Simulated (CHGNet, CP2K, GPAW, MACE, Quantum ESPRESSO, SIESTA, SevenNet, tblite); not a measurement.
**H-capped Ge nanowire along [001] with a Si core (73 atoms) in other programs, against a plane-wave reference**

How near do other programs and methods come to a plane-wave reference for H-capped Ge nanowire along [001] with a Si core (73 atoms)? A plane-wave run serves as the reference.

Calculated with Quantum ESPRESSO 7.5; Kohn-Sham DFT, PBE, SSSP efficiency 1.3.0 pseudopotentials, plane waves.

### Step 1. The starting structure

The cell holds 73 atoms: 32 Ge, 13 Si and 28 H. Its edges and angles: a = 26.501 Å, b = 26.501 Å, c = 5.658 Å, α = 90.0°, β = 90.0°, γ = 90.0°. It derives from Ge (diamond-structure). Round section of size parameter 8.03 Å cut from diamond-structure Ge (a = 5.658 Å) along [001], 1 period, broken bonds capped with H, 12 Å of vacuum, Si core of radius 4.42 Å. Then every atom was moved at random, 0.05 Å r.m.s. a Cartesian component (hydrogen 0.6 of that). Regions: wire, 45 atoms (32 Ge and 13 Si); hydrogen, 28 atoms (28 H). Vacuum lies along a and b. The structure's axis is c.

### Step 2. Plane-wave reference

pw.in

```
&control
  calculation = 'scf'
  pseudo_dir = './pseudo'
  outdir = './tmp'
  disk_io = 'none'
  tprnfor = .true.
/
&system
  ibrav = 0
  nat = 73
  ntyp = 3
  ecutwfc = 60
  ecutrho = 480
  nosym = .true.
  occupations = 'smearing'
  smearing = 'fd'
  degauss = 0.003675
/
&electrons
  conv_thr = 3.6e-07
  electron_maxstep = 100
  mixing_beta = 0.4
  mixing_mode = 'local-TF'
  diagonalization = 'david'
/
ATOMIC_SPECIES
Ge 72.630 Ge.upf
Si 28.085 Si.upf
H 1.008 H.upf
CELL_PARAMETERS angstrom
26.50091 0.00000 0.00000
0.00000 26.50091 0.00000
0.00000 0.00000 5.65800
ATOMIC_POSITIONS crystal
Ge 0.34835 0.27579 0.50643
Ge 0.27484 0.34303 0.99963
Ge 0.34603 0.34650 0.25153
Ge 0.34999 0.42134 0.49746
Ge 0.27705 0.42438 0.73685
Ge 0.27343 0.50059 0.99062
Si 0.34940 0.50234 0.23276
Ge 0.34897 0.57604 0.49809
Ge 0.27015 0.57796 0.74315
Ge 0.27499 0.64898 0.99230
Ge 0.34704 0.64902 0.27202
Ge 0.35544 0.72956 0.50274
[... 57 atom lines left out ...]
H 0.77497 0.49980 0.15110
H 0.77455 0.57471 0.59410
H 0.77237 0.65105 0.14913
H 0.72524 0.69745 0.83710
K_POINTS gamma
```

Launch:

```bash
> OMP_NUM_THREADS=1 pw.x -in pw.in > output.txt
```

The log of the run:

```text
Program PWSCF
     gamma-point specific algorithms are used
     sticks:   dense  smooth     PW     G-vecs:    dense   smooth      PW
     Sum       95789   47913  11977              4762207  1684285  210315
     bravais-lattice index     =            0
     lattice parameter (alat)  =      50.0795  a.u.
     unit-cell volume          =   26815.2048 (a.u.)^3
     number of atoms/cell      =           73
     number of atomic types    =            3
     number of electrons       =       528.00
     number of Kohn-Sham states=          317
     kinetic-energy cutoff     =      60.0000  Ry
     charge density cutoff     =     480.0000  Ry
     scf convergence threshold =      3.6E-07
     mixing beta               =       0.4000
[... lines left out ...]
     number of k points=     1  Fermi-Dirac smearing, width (Ry)=  0.0037
[... lines left out ...]
     total energy              =   -7017.44385814 Ry
[... lines left out ...]
     total energy              =   -7017.06168389 Ry
[... lines left out ...]
     total energy              =   -7017.13818333 Ry
[... lines left out ...]
     c_bands:  1 eigenvalues not converged
[... lines left out ...]
     c_bands:  1 eigenvalues not converged
[... lines left out ...]
     c_bands:  1 eigenvalues not converged
[... lines left out ...]
     total energy              =   -7017.12021278 Ry
[... lines left out ...]
     total energy              =   -7017.12021236 Ry
     estimated scf accuracy    <       0.00000045 Ry
     iteration # 18     ecut=    60.00 Ry     beta= 0.40
     negative rho (up, down):  1.004E-03 0.000E+00
     End of self-consistent calculation
          k = 0.0000 0.0000 0.0000 (105158 PWs)   bands (ev):
   -25.9126 -25.8778 -25.8498 -25.8454 -25.8439 -25.8168 -25.8127 -25.7920
   -25.7873 -25.7869 -25.7858 -25.7706 -25.7609 -25.7571 -25.7422 -25.7408
   -25.7387 -25.7357 -25.7225 -25.7189 -25.7158 -25.7144 -25.7070 -25.7053
[...]
1.8313   1.8527   1.9038   1.9533   1.9902   2.0523   2.1328   2.1920
     2.3471   2.4087   2.4706   2.5099   2.5683   2.5947   2.6143   2.6663
     2.7058   2.7347   2.7983   2.8471   2.8768
     the Fermi energy is    -0.9092 ev
!    total energy              =   -7017.12021222 Ry
     estimated scf accuracy    <       0.00000020 Ry
     smearing contrib. (-TS)   =      -0.00000002 Ry
     internal energy E=F+TS    =   -7017.12021220 Ry
     The total energy is F=E-TS. E is the sum of the following terms:
     one-electron contribution =  -31405.56385451 Ry
     hartree contribution      =   15979.39906100 Ry
     xc contribution           =   -1964.30439562 Ry
     ewald contribution        =   10373.34897693 Ry
     convergence has been achieved in  18 iterations
     negative rho (up, down):  1.004E-03 0.000E+00
     Forces acting on atoms (cartesian axes, Ry/au):
     atom    1 type  1   force =     0.01955132   -0.06944575   -0.04966675
     atom    2 type  1   force =    -0.01379790    0.11661652    0.02260619
     atom    3 type  1   force =     0.04304451    0.01133822   -0.02321053
[...]
atom   72 type  3   force =     0.05197521   -0.00134947    0.03340278
     atom   73 type  3   force =     0.00192756   -0.02294511    0.03001936
     Total force =     0.485632     Total SCF correction =     0.001562
     Message from routine punch:
     Nothing written, as per user request (disk_io='none')
```

Run time: 56 min. Hardware: 1 thread of Arm Neoverse V1, shared host; peak memory 13 GiB.

Banners, paths, timers and routine set-up lines are dropped from the logs unmarked, and long logs keep their key lines alone; longer cuts are marked.

Numbers from this run:

* r.m.s. force component: 0.8437 eV/Å
* longest force: 3.707 eV/Å
* gap (highest filled to lowest empty level): 1.62 eV

### Step 3. Local order

Normalised to the volume that the atoms fill. g(r), total and by pair (bins of 0.2 Å):

```
r (Å)  total  Ge-Ge  Ge-H  Ge-Si   H-H  H-Si  Si-Si
 1.40   1.10   0.00  2.93   0.00  0.78  0.00   0.00
 1.60   2.00   0.00  5.07   0.00  2.04  0.00   0.00
 1.80   0.08   0.00  0.23   0.00  0.00  0.00   0.00
 2.00   0.00   0.00  0.00   0.00  0.00  0.00   0.00
 2.20   0.13   0.47  0.00   0.00  0.00  0.00   1.42
 2.40   2.25   6.00  0.00   3.29  0.79  0.00  14.65
 2.60   0.86   1.67  0.00   1.61  1.24  0.00   3.40
 2.80   0.17   0.00  0.52   0.00  0.00  0.00   0.00
 3.00   0.10   0.00  0.23   0.00  0.17  0.00   0.00
 3.20   1.23   0.00  2.44   0.00  2.33  0.48   0.00
 3.40   0.56   0.00  1.61   0.00  0.00  0.15   0.00
 3.60   0.03   0.00  0.00   0.00  0.23  0.00   0.00
 3.80   0.69   0.98  0.00   0.50  2.34  0.00   2.46
 4.00   2.96   4.98  0.97   5.21  2.88  0.00  14.14
 4.20   1.38   0.70  2.81   0.61  0.44  0.47   2.58
 4.40   0.54   0.00  1.21   0.00  0.65  0.27   0.00
 4.60   1.14   1.98  0.00   3.67  0.30  0.00   4.42
 4.80   1.08   1.96  0.35   2.02  0.49  0.00   6.16
 5.00   0.18   0.00  0.47   0.00  0.00  0.13   0.00
 5.20   0.57   0.00  1.19   0.00  0.00  1.25   0.00
 5.40   0.40   0.00  0.77   0.00  0.16  0.83   0.00
 5.60   0.83   1.51  0.00   0.85  1.93  0.00   3.88
 5.80   0.13   0.15  0.00   0.45  0.10  0.00   0.45
 6.00   0.52   0.37  0.53   0.45  0.00  1.26   1.00
 6.20   0.97   1.07  0.41   3.00  0.08  0.41   2.86
 6.40   0.39   0.09  0.64   0.15  0.54  0.37   0.00
 6.60   0.64   0.00  1.00   0.03  0.36  1.80   0.00
 6.80   0.75   0.93  0.29   1.58  0.89  0.37   1.57
```

Bonds by pair of elements; cutoffs follow the first minimum of g(r), held within bounds set by covalent radii, and pairs that aren't listed don't count as bonded (cutoffs were set anew for this text, so counts can differ from the run's own analysis):

```
pair A-B  cutoff (Å)  bonds  mean length (Å)  spread (Å)  shortest (Å)  B about A  A about B
   Ge-Ge        2.98     40             2.44       0.086          2.26        2.5        2.5
    Ge-H        1.89     28             1.54       0.071          1.43      0.875          1
   Ge-Si        2.98     20             2.47       0.074          2.33      0.625       1.54
   Si-Si        2.98     16             2.45       0.059          2.29       2.46       2.46
```

How many atoms have how many bonded neighbours:

```csv
element,mean,1,4
Ge,4,0,32
H,1,28,0
Si,4,0,13
```

Rings of the network by King's shortest-path rule, up to 12 atoms, one path for each pair of neighbours; H, halogens, alkali and alkaline-earth atoms are left out, and the last column divides by all other atoms, bonded or not:

```
ring size (atoms)  rings  per network atom
                6     52              1.16
                8      4             0.089
               10      4             0.089
```

### Step 4. What was run beside it

The programs:
- CHGNet: machine-learned potential, published weights.
- CP2K 2026.2: Gaussian basis with GTH pseudopotentials and a plane-wave density; labels give functional, basis (MOLOPT sets; SR short-range, UZH the newer set with its own potentials), grid cutoff/relative cutoff and solver (OT: orbital transformation; TRS4, TC2, SIGN: linear-scaling purification with its sparsity filter), or its built-in tight binding.
- GPAW 26.7.0: PAW with atomic orbitals (LCAO), plane waves or a real-space grid of spacing h.
- MACE: machine-learned potential, published weights.
- SIESTA 5.4.2: numerical atomic orbitals, whose automatically made sets are far from complete, with PseudoDojo norm-conserving potentials that we converted to its format (checked against plane waves on the same files for H, C, O, Si, Ge and Ca alone); labels give functional, basis size, energy shift and mesh cutoff.
- SevenNet: machine-learned potential, published weights.
- tblite 0.8.0: extended tight binding, driven from Python.

All use the same cell and atoms; the electronic-structure runs use the same k-mesh, and an electronic temperature of 580 K (0.05 eV) where levels are smeared.

Differences are against the plane-wave reference, forces as r.m.s. over components; share is that over the reference's r.m.s. force, slope the least-squares factor from reference forces to these. Total energies of different programs have different zeros and aren't compared.

```
                                                                  run  Δ force, r.m.s. (meV/Å)  share (%)  slope  Δ gap (eV)  cores  CPU time  memory (GiB)
                                                            reference                        -          -      -           -      1    56 min            13
                                              CHGNet r2SCAN potential                      468       55.4  0.523           -      1     4.2 s          0.59
                CP2K BLYP, DZVP-MOLOPT-SR, 450/50 Ry, diagonalisation                      191       22.6  0.968       0.177      2   3.2 min           7.7
          CP2K PBE+D3(BJ), DZVP-MOLOPT-SR, 450/50 Ry, diagonalisation                     82.1       9.72  1.000      0.0134      2   3.3 min           7.6
        CP2K PBE, DZVP-MOLOPT (SR for Ge), 450/50 Ry, diagonalisation                     25.8       3.05  0.996      0.0309      2   6.6 min           7.6
        CP2K PBE, DZVP-MOLOPT-SR, 225/50 Ry, diagonalisation (coarse)                     90.3       10.7  1.012      0.0134      1      95 s           2.5
        CP2K PBE, DZVP-MOLOPT-SR, 450/20 Ry, diagonalisation (coarse)                     90.1       10.7  1.010      0.0136      2   2.9 min           7.6
                         CP2K PBE, DZVP-MOLOPT-SR, 450/50 Ry, OT DIIS                     90.1       10.7  1.010      0.0133      2    14 min           3.4
                 CP2K PBE, DZVP-MOLOPT-SR, 450/50 Ry, diagonalisation                     90.1       10.7  1.010      0.0134      2   3.3 min           7.6
                 CP2K PBE, DZVP-MOLOPT-SR, 630/50 Ry, diagonalisation                     90.1       10.7  1.010      0.0134      2   4.7 min            11
         CP2K PBE, SZV-MOLOPT-SR, 450/50 Ry, diagonalisation (coarse)                      474       56.1  1.161        1.64      1   2.5 min           7.3
        CP2K PBE, TZVP-MOLOPT (SR for Ge), 450/50 Ry, diagonalisation                     24.4       2.89  0.994      0.0335      2   6.6 min           7.7
CP2K TPSS, PBE potentials, DZVP-MOLOPT-SR, 450/50 Ry, diagonalisation                      208       24.6  0.986       0.138      2     6 min           7.9
                                          GPAW LDA, LCAO dzp, h 0.2 Å                      199       23.6  1.067     -0.0147      1      92 s           1.9
                                          GPAW PBE, LCAO dzp, h 0.2 Å                      167       19.8  1.107      0.0771      1     2 min           1.9
                             GPAW PBE, LCAO sz(dzp), h 0.2 Å (coarse)                      782       92.7  1.404       0.644      1      49 s           1.6
                            GPAW PBE, LCAO szp(dzp), h 0.2 Å (coarse)                      435       51.5  1.236       0.315      1      98 s           1.8
                                         GPAW PBE, plane waves 550 eV                      121       14.3  1.070     -0.0049      1    18 min           2.4
                                          MACE MPA-0 medium potential                      144       17.1  0.902           -      1     8.5 s          0.78
                  SIESTA PBE, DZ, shift 0.01 Ry, mesh 300 Ry (coarse)                      103       12.2  1.073       0.530      1      97 s             1
                         SIESTA PBE, DZP, shift 0.005 Ry, mesh 300 Ry                     98.4       11.7  1.065      0.0774      1   4.5 min           1.6
                          SIESTA PBE, DZP, shift 0.01 Ry, mesh 300 Ry                      104       12.3  1.046      0.0724      1   3.3 min           1.4
                 SIESTA PBE, SZP, shift 0.01 Ry, mesh 300 Ry (coarse)                      331       39.2  1.248       0.142      1   2.8 min           1.3
       SIESTA revPBE, PBE potentials, DZP, shift 0.01 Ry, mesh 300 Ry                      140       16.6  1.066       0.121      1   3.4 min           1.4
                                              SevenNet l3i5 potential                      200       23.7  0.861           -      1      10 s           1.0
                                                      tblite GFN1-xTB                      298       35.3  0.796           -      1     3.7 s          0.12
```

Rows marked coarse were listed beforehand as settings not expected to be converged; some can still land near the reference.

Times of the machine-learned potentials are mostly Python's start and the loading of weights.

CPU time is summed over cores on a shared host, where runs went side by side, so it is rough. Symmetry, cutoffs, thresholds, outputs and thread counts weren't matched or tuned between programs; memory under MPI is the largest rank's times the ranks.

Runs without a result: CP2K PBE, DZVP-MOLOPT-SR, 450/50 Ry, TRS4 filter 1e-03, SCF 1e-04 (not converged, the SCF not settling); CP2K PBE, DZVP-MOLOPT-SR, 450/50 Ry, TRS4 filter 1e-07, SCF 1e-07 (not converged, the SCF not settling); CP2K PBE, DZVP-MOLOPT-SR, 450/50 Ry, TRS4 filter 1e-05, SCF 1e-06 (not converged, the SCF not settling).

Mean charges by element (e), by run and scheme:

```csv
run,scheme,Ge,Si,H
"CP2K BLYP, DZVP-MOLOPT-SR, 450/50 Ry, diagonalisation",Mulliken,+0.03,-0.15,+0.03
"CP2K BLYP, DZVP-MOLOPT-SR, 450/50 Ry, diagonalisation",Hirshfeld,+0.06,0.00,-0.06
"CP2K PBE+D3(BJ), DZVP-MOLOPT-SR, 450/50 Ry, diagonalisation",Mulliken,0.00,-0.11,+0.06
"CP2K PBE+D3(BJ), DZVP-MOLOPT-SR, 450/50 Ry, diagonalisation",Hirshfeld,+0.05,0.00,-0.06
"CP2K PBE, DZVP-MOLOPT (SR for Ge), 450/50 Ry, diagonalisation",Mulliken,+0.10,-0.04,-0.09
"CP2K PBE, DZVP-MOLOPT (SR for Ge), 450/50 Ry, diagonalisation",Hirshfeld,+0.06,0.00,-0.06
"CP2K PBE, DZVP-MOLOPT-SR, 450/50 Ry, OT DIIS",Mulliken,0.00,-0.11,+0.06
"CP2K PBE, DZVP-MOLOPT-SR, 450/50 Ry, OT DIIS",Hirshfeld,+0.05,0.00,-0.06
"CP2K PBE, DZVP-MOLOPT-SR, 450/50 Ry, diagonalisation",Mulliken,0.00,-0.11,+0.06
"CP2K PBE, DZVP-MOLOPT-SR, 450/50 Ry, diagonalisation",Hirshfeld,+0.05,0.00,-0.06
"CP2K PBE, DZVP-MOLOPT-SR, 630/50 Ry, diagonalisation",Mulliken,0.00,-0.11,+0.06
"CP2K PBE, DZVP-MOLOPT-SR, 630/50 Ry, diagonalisation",Hirshfeld,+0.05,0.00,-0.06
"CP2K PBE, TZVP-MOLOPT (SR for Ge), 450/50 Ry, diagonalisation",Mulliken,+0.02,+0.09,-0.06
"CP2K PBE, TZVP-MOLOPT (SR for Ge), 450/50 Ry, diagonalisation",Hirshfeld,+0.05,0.00,-0.06
"CP2K TPSS, PBE potentials, DZVP-MOLOPT-SR, 450/50 Ry, diagonalisation",Mulliken,+0.02,-0.12,+0.04
"CP2K TPSS, PBE potentials, DZVP-MOLOPT-SR, 450/50 Ry, diagonalisation",Hirshfeld,+0.06,0.00,-0.06
"SIESTA PBE, DZP, shift 0.005 Ry, mesh 300 Ry",Hirshfeld,+0.06,-0.01,-0.07
"SIESTA PBE, DZP, shift 0.01 Ry, mesh 300 Ry",Hirshfeld,+0.07,-0.01,-0.07
"SIESTA revPBE, PBE potentials, DZP, shift 0.01 Ry, mesh 300 Ry",Hirshfeld,+0.07,-0.01,-0.08
tblite GFN1-xTB,Mulliken,0.00,+0.06,-0.03
```

Within one program, basis, potentials and functional, energies share a zero. Each run against its twin at the usual cutoff or grid and solver:

| run | twin | Δ energy (meV/atom) | Δ force, r.m.s. (meV/Å) | CPU time over the twin's |
| --- | --- | --- | --- | --- |
| CP2K PBE, DZVP-MOLOPT-SR, 225/50 Ry, diagonalisation | DZVP-MOLOPT-SR, 450/50 Ry, diagonalisation | 0.0257 | 14.1 | 0.47 (this twin ran on 2 cores) |
| CP2K PBE, DZVP-MOLOPT-SR, 450/20 Ry, diagonalisation | DZVP-MOLOPT-SR, 450/50 Ry, diagonalisation | -0.103 | 1.59 | 0.86 |
| CP2K PBE, DZVP-MOLOPT-SR, 450/50 Ry, OT DIIS | DZVP-MOLOPT-SR, 450/50 Ry, diagonalisation | 0 | 0.033 | 4.1 |
| CP2K PBE, DZVP-MOLOPT-SR, 630/50 Ry, diagonalisation | DZVP-MOLOPT-SR, 450/50 Ry, diagonalisation | 0 | 0.015 | 1.4 |

### Step 5. Results

```json
{"reference r.m.s. force component": "0.844 eV/Å", "nearest in forces": "CP2K PBE, TZVP-MOLOPT (SR for Ge), 450/50 Ry, diagonalisation, 2.9 %", "farthest in forces": "GPAW PBE, LCAO sz(dzp), h 0.2 Å (coarse), 93 %", "cheapest electronic-structure run beside the reference": "tblite GFN1-xTB, 3.7 s of CPU time"}
```

**Reading.** PBE on plane waves or a grid with other potentials, cutoffs or grids, coarse settings apart, differs from the reference by 14 % (GPAW PBE, plane waves 550 eV) of the r.m.s. force; potentials, valence shells or grid differ, and the table alone doesn't part them. The PBE runs in local orbitals, coarse settings apart, differ by 2.9 % (CP2K PBE, TZVP-MOLOPT (SR for Ge), 450/50 Ry, diagonalisation) to 20 % (GPAW PBE, LCAO dzp, h 0.2 Å); basis, grid and potentials can all enter. Tight binding differs by 35 % (tblite GFN1-xTB); it is another model, with fitted parameters of its own, and the xTB methods hold dispersion. Machine-learned potentials differ by 17 % (MACE MPA-0 medium potential) to 55 % (CHGNet r2SCAN potential); they were trained on other programs' data, some at another functional. Rows with another functional or a dispersion term differ by 9.7 % (CP2K PBE+D3(BJ), DZVP-MOLOPT-SR, 450/50 Ry, diagonalisation) to 25 % (CP2K TPSS, PBE potentials, DZVP-MOLOPT-SR, 450/50 Ry, diagonalisation), which mixes the change of model with differences of basis and potentials, some of them made for another functional. Runs with settings chosen to be coarse differ by 11 % (CP2K PBE, DZVP-MOLOPT-SR, 450/20 Ry, diagonalisation) to 93 % (GPAW PBE, LCAO sz(dzp), h 0.2 Å), their programs' other errors included. Of the electronic-structure runs that take under half the reference's CPU time, CP2K PBE, TZVP-MOLOPT (SR for Ge), 450/50 Ry, diagonalisation comes nearest, at 2.9 % in 6.6 min against 56 min. SIESTA PBE, SZP, shift 0.01 Ry, mesh 300 Ry stiffens the forces by a factor of 1.25 while following their directions (correlation 0.972); the slopes of the 5 SIESTA runs lie between 1.05 and 1.25. At the same functional, gaps differ from the reference's 1.62 eV by between -0.00 and +1.64 eV. A likely cause of the wide gaps: compact atomic orbitals describe empty levels worse than filled ones. These are spacings on the run's k-points, which needn't hold the band edges. Charges hang on model, scheme and program or settings: among these rows the mean for Si runs from -0.15 to +0.09 e, even in sign. In the reference: filled and empty levels are parted by 1.62 eV on the run's k-points; the mesh holds the band edges only if they fold onto it, so the gap at this level can be narrower or closed, and states at the surface or the caps may set it. In the reference: By these cutoffs all Ge atoms have 4, all H atoms have 1 and all Si atoms have 4 bonded neighbours. Periodic xTB results under one method name differ between programs and library versions. The potentials hold different valence shells: 528 electrons in the reference, 208 in CP2K with DZVP-MOLOPT and 208 in GPAW; this bears on time and differences. GPAW's setups keep the filled d shell of Ge in the core. Machine-learned potentials mimic data converged in k, so the reference's own k-point error enters their differences. The cell is under 6 Å thick along one periodic direction, so every atom has periodic images of itself close by, which move with it and show among its neighbours and in g(r). The electronic-structure runs sample only Γ, in a cell whose periodic width is 6 Å.

[Also dropped from logs without a mark: logging warnings of Python, and SIESTA's first energy breakdown and zero terms.]

[Logs are printed without paths, hosts, clocks, repeated set-up lines and the standing remarks that a program may print on its own settings, such as how far it seeks lower states.]

[Hosts, paths, dates, database ids (printed as entryN), source tags and the programs' standing remarks are cut or masked in the printed files.]
